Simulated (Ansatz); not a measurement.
# Does disorder add resistance in series? Al(111) layers displaced at 180 K

Two lengths of the disordered region are known. What area resistance does the third give?

How it was computed: Ansatz 0.2.0, plane waves with PAW datasets at their recommended cutoffs (420 eV for most), Fermi-Dirac smearing; ballistic transmission by layer matching. The area resistance is RA = A (h/2e²)(1/T − 1/N), with T the zone-mean transmission per spin and N the lead's channels, both averaged over a few energies near the Fermi level; for magnets each spin is taken apart, with h/e², and the two conduct in parallel. Lateral cell 2x2, PBE, a fresh random draw for each length. Atoms are displaced independently, by 0.0780 Å r.m.s. per direction; each RA is scaled by the nominal over the drawn mean square displacement.

The runs, with one result withheld:

```tsv
length (Å)	channels N	RA (fΩ m²)
9.35	5.430	0.0301
18.7	5.450	0.0754
28.0	5.490	?
```

**Fit on the rows shown.**

Ohm's law makes RA linear in the length: the slope is (0.0754 − 0.0301)/(18.7 − 9.35) = 4.84×10⁻³ fΩ m² per Å, or 4.8 µΩ cm. Then 0.0754 + 4.84×10⁻³ × 9.35. Predicted: 0.121 fΩ m².

What the run gave:

0.0967 fΩ m², so the prediction is 25 % too high. The three lengths together give 3.6 µΩ cm. Single draws scatter, and the lead's own channel count shifts by 1.1 % between the runs, which moves RA too; these runs don't part the causes of the miss, and leave the question open.

Caveats: The scatterers repeat sideways with the small cell. The slope is a raw one; a model of isotropic scattering puts it 1.16 times the bulk value over these lengths.

[Logs are printed without paths, hosts, clocks, repeated set-up lines and the standing remarks that a program may print on its own settings, such as how far it seeks lower states.]
